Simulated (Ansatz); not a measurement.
# Glassy 65SiO2-10Al2O3-25Li2O (mol %) (128 atoms): where an added charge goes

Aim: add and remove one electron in glassy 65SiO2-10Al2O3-25Li2O (mol %) (128 atoms), with atoms held and relaxed, and read trapping energy and localisation.

Calculated with Ansatz 0.2.0; Kohn-Sham DFT, PBE, PAW (set soft_2), plane waves.

## 1. Starting point

The cell holds 128 atoms: 26 Si, 8 Al, 20 Li and 74 O. Cell: a = 11.515 Å, b = 11.515 Å, c = 11.515 Å, α = 90.0°, β = 90.0°, γ = 90.0°. 128 atoms (26 Si, 8 Al, 20 Li, 74 O) placed at random at 2.38 g/cm³, melted at 4000 K for 10 ps at fixed volume with the Morse and Coulomb pair potential with partial charges (Pedone, Malavasi, Menziani, Cormack and Segre, J. Phys. Chem. B 110, 11780 (2006)). Quenched from 4000 K to 300 K at 100 K/ps and fixed volume, held 10 ps at zero pressure.

What the set-up can't give: The quench rate of 100 K/ps is many orders above laboratory rates, so the cell is likely richer in defects and strain than a real sample. The network of bonds at the start is that of the classical potential that made the cell, and needn't be the one that DFT or experiment would give. Only the Γ point is sampled, in a cell whose shortest periodic width is 12 Å.

## 2. Single point at the start

A single point comes first, to see the forces before anything moves.

Contents of input.yaml:

```yaml
crystal:
  lattice:
    - [11.51499, 0.0, 0.0]
    - [0.0, 11.51499, 0.0]
    - [0.0, 0.0, 11.51499]
  atoms:
    - { symbol: Si, position: [0.15305, 0.96522, 0.37825] }
    - { symbol: Si, position: [0.80406, 0.65741, 0.40218] }
    - { symbol: Si, position: [0.90154, 0.70118, 0.73061] }
    - { symbol: Si, position: [0.38315, 0.76874, 0.70292] }
    - { symbol: Si, position: [0.78331, 0.14316, 0.08951] }
    - { symbol: Si, position: [0.52352, 0.44422, 0.16677] }
    - { symbol: Si, position: [0.2292, 0.127, 0.95073] }
    - { symbol: Si, position: [0.81899, 0.00575, 0.51637] }
    - { symbol: Si, position: [0.60942, 0.81787, 0.31395] }
    - { symbol: Si, position: [0.85577, 0.27989, 0.48142] }
    - { symbol: Si, position: [0.44863, 0.22651, 0.5733] }
    - { symbol: Si, position: [0.08435, 0.22315, 0.35972] }
    - { symbol: Si, position: [0.78048, 0.49434, 0.6285] }
    - { symbol: Si, position: [0.0475, 0.7423, 0.51092] }
    - { symbol: Si, position: [0.93087, 0.98659, 0.76125] }
    - { symbol: Si, position: [0.42266, 0.31714, 0.94894] }
    - { symbol: Si, position: [0.6569, 0.2667, 0.30363] }
    - { symbol: Si, position: [0.21949, 0.48708, 0.93118] }
    - { symbol: Si, position: [0.4026, 0.64055, 0.2896] }
    - { symbol: Si, position: [0.26945, 0.58264, 0.53075] }
    - { symbol: Si, position: [0.19458, 0.97071, 0.7396] }
    - { symbol: Si, position: [0.22942, 0.9388, 0.12102] }
    - { symbol: Si, position: [0.82041, 0.33374, 0.90634] }
    - { symbol: Si, position: [0.53741, 0.74916, 0.92319] }
    - { symbol: Si, position: [0.61494, 0.22308, 0.77888] }
    - { symbol: Si, position: [0.71553, 0.56923, 0.01198] }
    - { symbol: Al, position: [0.90839, 0.67206, 0.17416] }
    - { symbol: Al, position: [0.02237, 0.2488, 0.79628] }
    - { symbol: Al, position: [0.57462, 0.0397, 0.45367] }
    - { symbol: Al, position: [0.69003, 0.98869, 0.8829] }
    - { symbol: Al, position: [0.31013, 0.33083, 0.37017] }
    - { symbol: Al, position: [0.30123, 0.71991, 0.0585] }
    [... 90 atom lines left out ...]
    - { symbol: O, position: [0.83445, 0.36721, 0.59099] }
    - { symbol: O, position: [0.7749, 0.74256, 0.71405] }
    - { symbol: O, position: [0.42552, 0.5304, 0.21765] }
    - { symbol: O, position: [0.95122, 0.71325, 0.86129] }
    - { symbol: O, position: [0.34149, 0.23049, 0.25665] }
    - { symbol: O, position: [0.42719, 0.31148, 0.46488] }
kpoints:
  mp_grid: { grid: [1, 1, 1] }
hamiltonian:
  xc: pbe
scf:
  occupations: { method: fixed }
output:
  forces: true
```

Launch:

```sh
> ansatz run input.yaml --threads 4 --pin off --max-ram 8192MiB --backend cpu --events-out ev --progress --plain --runs-dir out
```

Numbers of over 12 decimals in the logs are rounded to 6 here.

Output:

```text
[...]
Pseudopotentials: kind: paw
Pseudopotential: Si, paw, valence charge 4, recommended cutoff 420 eV (normal), Si.paw.azcp
Pseudopotential: Al, paw, valence charge 3, recommended cutoff 420 eV (normal), Al.paw.azcp
Pseudopotential: Li, paw, valence charge 3, recommended cutoff 420 eV (normal), Li.paw.azcp
Pseudopotential: O, paw, valence charge 6, recommended cutoff 420 eV (normal), O.paw.azcp
[...]
Crystal: 128 atoms, lattice volume = 1526.830 Å³
Basis set: ecut = 420 eV, 29855 PW (Γ), exchange–correlation on 160×160×160 points (8 copies of the dense FFT grid, shifted against one another)
Bands: 444, of which v1, the nominal top of the filled ones, is band 316 counted from 1 (315 counted from 0)
Symmetry: 1 space group operations
Space group: P1 (ITA 1), of the structure as read, at distance tolerance 1.2e-4 Å
k-points: 1
[...]
Initial density: superposition of atomic densities (neutral atoms: chi_scale 0, normalization atom), corrected by the library's trained network
Initial wavefunctions: pseudopotential atomic-orbital guess
[...]
SCF iter   1: F=—  HF=-67054.946227 eV  |F-HF|=—  |Δ(HF+E_count)|=         —  Δρ=2.01e-3  dr2=9.23e-2  ethr=1.77e-3  ⟨swp⟩=5.0  Hψ=1542  notcnv=0  defer=126
preconditioner: auto → Resta (q_TF=auto, 2.355 Å⁻¹)  ε∞=3.0  [insulator: Δε(μ)=3.916 eV  Ē_g=16.284 eV  n_scr=340 (ndim 8)  ℏωp=23.1 eV  f_vac=0.118  ε∞_Penn≈3.0]
SCF iter   2: F=—  HF=-67054.942948 eV  |F-HF|=—  |Δ(HF+E_count)|=   3.28e-3  Δρ=1.08e-3  dr2=2.18e-2  ethr=1.46e-5  ⟨swp⟩=2.0  Hψ=679  notcnv=0  defer=126
SCF iter   3: F=—  HF=-67054.945360 eV  |F-HF|=—  |Δ(HF+E_count)|=   2.41e-3  Δρ=4.98e-4  dr2=6.08e-3  ethr=3.45e-6  ⟨swp⟩=3.0  Hψ=549  notcnv=0  defer=96
automatic band count: iteration 3 solves 414 bands in place of 444: the levels show a gap, and the empty bands left out lie too high to hold charge; the band table lists the bands solved (type scf.n_extra_bands for more)
SCF iter   4: F=—  HF=-67054.945205 eV  |F-HF|=—  |Δ(HF+E_count)|=   1.56e-4  Δρ=1.63e-4  dr2=4.66e-4  ethr=9.61e-7  ⟨swp⟩=2.0  Hψ=548  notcnv=0  defer=96
SCF iter   5: F=—  HF=-67054.945274 eV  |F-HF|=—  |Δ(HF+E_count)|=   6.92e-5  Δρ=1.06e-4  dr2=1.46e-4  ethr=7.38e-8  ⟨swp⟩=2.0  Hψ=559  notcnv=0  defer=96
SCF iter   6: F=—  HF=-67054.945270 eV  |F-HF|=—  |Δ(HF+E_count)|=   3.52e-6  Δρ=2.28e-5  dr2=8.62e-6  ethr=2.32e-8  ⟨swp⟩=2.0  Hψ=564  notcnv=0  defer=94
SCF iter   7: F=—  HF=-67054.945802 eV  |F-HF|=—  |Δ(HF+E_count)|=   5.31e-4  Δρ=1.07e-5  dr2=1.56e-6  ethr=1.36e-9  ⟨swp⟩=2.0  Hψ=730  notcnv=0  defer=94
SCF iter   8: F=—  HF=-67054.945803 eV  |F-HF|=—  |Δ(HF+E_count)|=   1.44e-6  Δρ=6.40e-6  dr2=5.23e-7  ethr=2.48e-10  ⟨swp⟩=2.0  Hψ=611  notcnv=0  defer=94
SCF iter   9: F=-67054.945803 eV  HF=-67054.945803 eV  |F-HF|=2.22e-8  |Δ(HF+E_count)|=   7.89e-8  Δρ=1.57e-6  dr2=3.57e-8  ethr=1.58e-11  ⟨swp⟩=2.0  Hψ=1286  notcnv=0
SCF 1 converged in 9 iterations: F = -67054.945803 eV  dr2 = 3.57e-8
[...]
SCF converged after 9 iterations
Free energy (F): -67054.945803 eV
Harris-Foulkes:  -67054.945803 eV  (|F-HF|=2.22e-8)
Internal energy: -67054.945803 eV  (E = F + TS)
E sigma→0 (E₀):  -67054.945803 eV
Fermi energy:    3.812017 eV
--- Per-component energies (eV) ---
[...]
Σ components = -67054.945803   (vs F -67054.945803, Δ=0.00e0)
--- Forces (eV/Å), atoms counted from 1 ---
  atom   1  Si    -0.55720226     1.10434098     0.04930182
  atom   2  Si     0.93666205     0.06927511     4.34107505
  atom   3  Si    -0.78066626    -2.05414410     1.44891844
  atom   4  Si    -1.08618245     1.23147398    -2.13167145
[...]
atom 128  O      1.65012959     1.09920300     0.62022753
  max |Σ_I F_I| component: 1.60e-4 eV/Å
```

Elapsed: 10 s, on 4 threads of Intel Xeon Platinum 8488C (Sapphire Rapids), shared host; peak memory 2 GiB.

The column dr2 measures how far the density is from self-consistency, as an energy; F and HF (Harris–Foulkes) agree once it is small.

The r.m.s. force at the start is 1.3 eV/Å.

## 3. Relaxation

The atoms are relaxed in the fixed cell, aiming at the force tolerance of the input.

Contents of input.yaml:

```yaml
crystal:
  lattice:
    - [11.51499, 0.0, 0.0]
    - [0.0, 11.51499, 0.0]
    - [0.0, 0.0, 11.51499]
  atoms:
    [... the 128 atom lines of step 2 ...]
kpoints:
  mp_grid: { grid: [1, 1, 1] }
hamiltonian:
  xc: pbe
scf:
  occupations: { method: fixed }
output:
  forces: true
relax:
  f_tol: 0.05
  max_steps: 120
```

Output:

```text
[...]
Crystal: 128 atoms, lattice volume = 1526.830 Å³
Basis set: ecut = 420 eV, 29855 PW (Γ), exchange–correlation on 160×160×160 points (8 copies of the dense FFT grid, shifted against one another)
Bands: 444, of which v1, the nominal top of the filled ones, is band 316 counted from 1 (315 counted from 0)
Symmetry: 1 space group operations
[...]
k-points: 1
[...]
SCF iter   1: F=—  HF=-67054.946227 eV  |F-HF|=—  |Δ(HF+E_count)|=         —  Δρ=2.01e-3  dr2=9.23e-2  ethr=1.77e-3  ⟨swp⟩=5.0  Hψ=1542  notcnv=0  defer=126
[...]
SCF iter   6: F=-67054.945801 eV  HF=-67054.945796 eV  |F-HF|=4.97e-6  |Δ(HF+E_count)|=   1.98e-6  Δρ=2.29e-5  dr2=8.67e-6  ethr=9.89e-9  ⟨swp⟩=2.0  Hψ=1278  notcnv=0
SCF 1 converged in 6 iterations: F = -67054.945801 eV  dr2 = 8.67e-6
[...]
relax step   1: F+E_penalty+E_count = -67054.94580071 eV  Δ(F+E_penalty+E_count) = +0.000e0 eV  max|allowed force component| = 4.982e0 eV/Å  Δτ_max = 0.0000 Å  (6 SCF iters, dr2 threshold 6.25e-5 eV, accepted)
[... from here on, the SCF cycles and remarks between the steps are left out ...]
relax step   2: F+E_penalty+E_count = -67060.38941693 eV  Δ(F+E_penalty+E_count) = -5.444e0 eV  max|allowed force component| = 2.834e0 eV/Å  Δτ_max = 0.1738 Å  (6 SCF iters, dr2 threshold 1.00e-4 eV, accepted)
relax step   3: F+E_penalty+E_count = -67063.95286504 eV  Δ(F+E_penalty+E_count) = -3.563e0 eV  max|allowed force component| = 5.761e-1 eV/Å  Δτ_max = 0.1909 Å  (7 SCF iters, dr2 threshold 1.00e-4 eV, accepted)
relax step   4: F+E_penalty+E_count = -67064.53703424 eV  Δ(F+E_penalty+E_count) = -5.842e-1 eV  max|allowed force component| = 3.823e-1 eV/Å  Δτ_max = 0.2000 Å  (7 SCF iters, dr2 threshold 2.07e-5 eV, accepted)
relax step   5: F+E_penalty+E_count = -67064.80761799 eV  Δ(F+E_penalty+E_count) = -2.706e-1 eV  max|allowed force component| = 3.302e-1 eV/Å  Δτ_max = 0.2000 Å  (7 SCF iters, dr2 threshold 9.13e-6 eV, accepted)
relax step   6: F+E_penalty+E_count = -67065.04640637 eV  Δ(F+E_penalty+E_count) = -2.388e-1 eV  max|allowed force component| = 2.281e-1 eV/Å  Δτ_max = 0.2000 Å  (7 SCF iters, dr2 threshold 4.80e-5 eV, accepted)
relax step   7: F+E_penalty+E_count = -67065.17344452 eV  Δ(F+E_penalty+E_count) = -1.270e-1 eV  max|allowed force component| = 2.001e-1 eV/Å  Δτ_max = 0.2000 Å  (6 SCF iters, dr2 threshold 2.48e-5 eV, accepted)
relax step   8: F+E_penalty+E_count = -67065.29426486 eV  Δ(F+E_penalty+E_count) = -1.208e-1 eV  max|allowed force component| = 1.668e-1 eV/Å  Δτ_max = 0.1954 Å  (6 SCF iters, dr2 threshold 1.91e-5 eV, accepted)
relax step   9: F+E_penalty+E_count = -67065.39897253 eV  Δ(F+E_penalty+E_count) = -1.047e-1 eV  max|allowed force component| = 1.628e-1 eV/Å  Δτ_max = 0.1953 Å  (6 SCF iters, dr2 threshold 1.93e-5 eV, accepted)
relax step  10: F+E_penalty+E_count = -67065.50057809 eV  Δ(F+E_penalty+E_count) = -1.016e-1 eV  max|allowed force component| = 1.460e-1 eV/Å  Δτ_max = 0.1954 Å  (6 SCF iters, dr2 threshold 1.84e-5 eV, accepted)
relax step  11: F+E_penalty+E_count = -67065.56558096 eV  Δ(F+E_penalty+E_count) = -6.500e-2 eV  max|allowed force component| = 3.309e-1 eV/Å  Δτ_max = 0.1954 Å  (6 SCF iters, dr2 threshold 1.71e-5 eV, accepted)
relax step  12: F+E_penalty+E_count = -67065.64307233 eV  Δ(F+E_penalty+E_count) = -7.749e-2 eV  max|allowed force component| = 2.081e-1 eV/Å  Δτ_max = 0.2000 Å  (7 SCF iters, dr2 threshold 8.81e-5 eV, accepted)
relax step  13: F+E_penalty+E_count = -67065.67272950 eV  Δ(F+E_penalty+E_count) = -2.966e-2 eV  max|allowed force component| = 9.483e-2 eV/Å  Δτ_max = 0.1093 Å  (6 SCF iters, dr2 threshold 1.71e-5 eV, accepted)
relax step  14: F+E_penalty+E_count = -67065.67870440 eV  Δ(F+E_penalty+E_count) = -5.975e-3 eV  max|allowed force component| = 1.820e-1 eV/Å  Δτ_max = 0.2000 Å  (10 SCF iters, accepted)
relax step  15: F+E_penalty+E_count = -67065.70546513 eV  Δ(F+E_penalty+E_count) = -2.676e-2 eV  max|allowed force component| = 9.322e-2 eV/Å  Δτ_max = 0.0647 Å  (6 SCF iters, dr2 threshold 6.88e-6 eV, accepted)
relax step  16: F+E_penalty+E_count = -67065.73763743 eV  Δ(F+E_penalty+E_count) = -3.217e-2 eV  max|allowed force component| = 1.406e-1 eV/Å  Δτ_max = 0.2000 Å  (9 SCF iters, accepted)
relax step  17: F+E_penalty+E_count = -67065.76169129 eV  Δ(F+E_penalty+E_count) = -2.405e-2 eV  max|allowed force component| = 1.734e-1 eV/Å  Δτ_max = 0.1949 Å  (7 SCF iters, dr2 threshold 5.19e-6 eV, accepted)
relax step  18: F+E_penalty+E_count = -67065.76923262 eV  Δ(F+E_penalty+E_count) = -7.541e-3 eV  max|allowed force component| = 3.070e-1 eV/Å  Δτ_max = 0.2000 Å  (7 SCF iters, dr2 threshold 3.01e-5 eV, accepted)
relax step  19: F+E_penalty+E_count = -67065.78929970 eV  Δ(F+E_penalty+E_count) = -2.007e-2 eV  max|allowed force component| = 9.929e-2 eV/Å  Δτ_max = 0.0605 Å  (5 SCF iters, dr2 threshold 9.42e-5 eV, accepted)
relax step  20: F+E_penalty+E_count = -67065.80752231 eV  Δ(F+E_penalty+E_count) = -1.822e-2 eV  max|allowed force component| = 1.535e-1 eV/Å  Δτ_max = 0.2000 Å  (10 SCF iters, accepted)
relax step  21: F+E_penalty+E_count = -67065.82635541 eV  Δ(F+E_penalty+E_count) = -1.883e-2 eV  max|allowed force component| = 1.298e-1 eV/Å  Δτ_max = 0.1088 Å  (9 SCF iters, accepted)
relax step  22: F+E_penalty+E_count = -67065.83686278 eV  Δ(F+E_penalty+E_count) = -1.051e-2 eV  max|allowed force component| = 1.078e-1 eV/Å  Δτ_max = 0.0970 Å  (6 SCF iters, dr2 threshold 1.20e-5 eV, accepted)
relax step  23: F+E_penalty+E_count = -67065.86487696 eV  Δ(F+E_penalty+E_count) = -2.801e-2 eV  max|allowed force component| = 2.386e-1 eV/Å  Δτ_max = 0.2000 Å  (7 SCF iters, dr2 threshold 8.02e-6 eV, accepted)
relax step  24: F+E_penalty+E_count = -67065.88160684 eV  Δ(F+E_penalty+E_count) = -1.673e-2 eV  max|allowed force component| = 1.001e-1 eV/Å  Δτ_max = 0.0558 Å  (5 SCF iters, dr2 threshold 3.93e-5 eV, accepted)
relax step  25: F+E_penalty+E_count = -67065.90941033 eV  Δ(F+E_penalty+E_count) = -2.780e-2 eV  max|allowed force component| = 8.630e-2 eV/Å  Δτ_max = 0.2000 Å  (9 SCF iters, accepted)
relax step  26: F+E_penalty+E_count = -67065.92048818 eV  Δ(F+E_penalty+E_count) = -1.108e-2 eV  max|allowed force component| = 1.351e-1 eV/Å  Δτ_max = 0.1061 Å  (9 SCF iters, accepted)
relax step  27: F+E_penalty+E_count = -67065.93238363 eV  Δ(F+E_penalty+E_count) = -1.190e-2 eV  max|allowed force component| = 1.401e-1 eV/Å  Δτ_max = 0.0646 Å  (6 SCF iters, dr2 threshold 1.36e-5 eV, accepted)
relax step  28: F+E_penalty+E_count = -67065.95960550 eV  Δ(F+E_penalty+E_count) = -2.722e-2 eV  max|allowed force component| = 1.261e-1 eV/Å  Δτ_max = 0.2000 Å  (6 SCF iters, dr2 threshold 1.96e-5 eV, accepted)
relax step  29: F+E_penalty+E_count = -67065.97743002 eV  Δ(F+E_penalty+E_count) = -1.782e-2 eV  max|allowed force component| = 1.498e-1 eV/Å  Δτ_max = 0.0958 Å  (6 SCF iters, dr2 threshold 1.29e-5 eV, accepted)
relax step  30: F+E_penalty+E_count = -67065.98681809 eV  Δ(F+E_penalty+E_count) = -9.388e-3 eV  max|allowed force component| = 1.502e-1 eV/Å  Δτ_max = 0.0999 Å  (6 SCF iters, dr2 threshold 1.82e-5 eV, accepted)
relax step  31: F+E_penalty+E_count = -67066.00228646 eV  Δ(F+E_penalty+E_count) = -1.547e-2 eV  max|allowed force component| = 2.610e-1 eV/Å  Δτ_max = 0.2000 Å  (7 SCF iters, dr2 threshold 2.26e-5 eV, accepted)
relax step  32: F+E_penalty+E_count = -67066.02074367 eV  Δ(F+E_penalty+E_count) = -1.846e-2 eV  max|allowed force component| = 1.830e-1 eV/Å  Δτ_max = 0.0563 Å  (5 SCF iters, dr2 threshold 6.81e-5 eV, accepted)
relax step  33: F+E_penalty+E_count = -67066.03238239 eV  Δ(F+E_penalty+E_count) = -1.164e-2 eV  max|allowed force component| = 2.553e-1 eV/Å  Δτ_max = 0.2000 Å  (7 SCF iters, dr2 threshold 1.65e-5 eV, accepted)
relax step  34: F+E_penalty+E_count = -67066.04082970 eV  Δ(F+E_penalty+E_count) = -8.447e-3 eV  max|allowed force component| = 1.872e-1 eV/Å  Δτ_max = 0.1151 Å  (6 SCF iters, dr2 threshold 3.20e-5 eV, accepted)
relax step  35: F+E_penalty+E_count = -67066.00579229 eV  Δ(F+E_penalty+E_count) = +3.504e-2 eV  max|allowed force component| = 2.698e-1 eV/Å  Δτ_max = 0.1345 Å  (7 SCF iters, dr2 threshold 1.88e-5 eV, rejected (line search))
relax step  36: F+E_penalty+E_count = -67066.05268483 eV  Δ(F+E_penalty+E_count) = -1.186e-2 eV  max|allowed force component| = 1.327e-1 eV/Å  Δτ_max = 0.0453 Å  (9 SCF iters, accepted)
relax step  37: F+E_penalty+E_count = -67066.04207523 eV  Δ(F+E_penalty+E_count) = +1.061e-2 eV  max|allowed force component| = 2.146e-1 eV/Å  Δτ_max = 0.1000 Å  (7 SCF iters, dr2 threshold 8.84e-6 eV, rejected (line search))
relax step  38: F+E_penalty+E_count = -67066.05861943 eV  Δ(F+E_penalty+E_count) = -5.935e-3 eV  max|allowed force component| = 1.038e-1 eV/Å  Δτ_max = 0.0479 Å  (9 SCF iters, accepted)
relax step  39: F+E_penalty+E_count = -67066.05548731 eV  Δ(F+E_penalty+E_count) = +3.132e-3 eV  max|allowed force component| = 1.064e-1 eV/Å  Δτ_max = 0.0500 Å  (6 SCF iters, dr2 threshold 5.41e-6 eV, rejected (line search))
relax step  40: F+E_penalty+E_count = -67066.06047627 eV  Δ(F+E_penalty+E_count) = -1.857e-3 eV  max|allowed force component| = 4.968e-2 eV/Å  Δτ_max = 0.0181 Å  (8 SCF iters, accepted)
SCF converged after 8 iterations
Free energy (F): -67066.060476 eV
[...]
Internal energy: -67066.060476 eV  (E = F + TS)
E sigma→0 (E₀):  -67066.060476 eV
Fermi energy:    3.565899 eV
[...]
Σ components = -67066.060476   (vs F -67066.060476, Δ=0.00e0)
--- Forces (eV/Å), atoms counted from 1 ---
  atom   1  Si     0.00036394    -0.00673086     0.00011297
  atom   2  Si     0.00039907    -0.00515388     0.00853097
  atom   3  Si     0.02152473    -0.00253430    -0.00811968
  atom   4  Si    -0.00243515    -0.00194927    -0.00777505
[...]
atom 128  O     -0.00140444     0.00544920    -0.01067681
  max |Σ_I F_I| component: 9.53e-5 eV/Å
--- Relaxed structure (40 steps of the walk, 37 accepted, 0 SCFs on fresh bases) ---
  F+E_penalty+E_count = -67066.06047627 eV   max|allowed force component| = 4.968e-2 eV/Å
  atoms:
    - { symbol: Si, position: [0.142262, 0.974514, 0.377712] }
    - { symbol: Si, position: [0.809610, 0.650937, 0.405096] }
    - { symbol: Si, position: [0.902448, 0.694658, 0.719444] }
    - { symbol: Si, position: [0.373432, 0.789957, 0.716371] }
[...]
- { symbol: O, position: [0.443096, 0.333834, 0.465477] }
```

Elapsed: 4.8 min, on 4 threads; peak memory 2 GiB; 18 min of CPU time.

The relaxation converged after 40 steps, 11.1 eV below its start, with a largest force component of 0.050 eV/Å.

(Part 1 of 4 ends here.)

[Logs are printed without paths, hosts, clocks, repeated set-up lines and the standing remarks that a program may print on its own settings, such as how far it seeks lower states.]

[Hosts, paths, dates, database ids (printed as entryN), source tags and the programs' standing remarks are cut or masked in the printed files.]
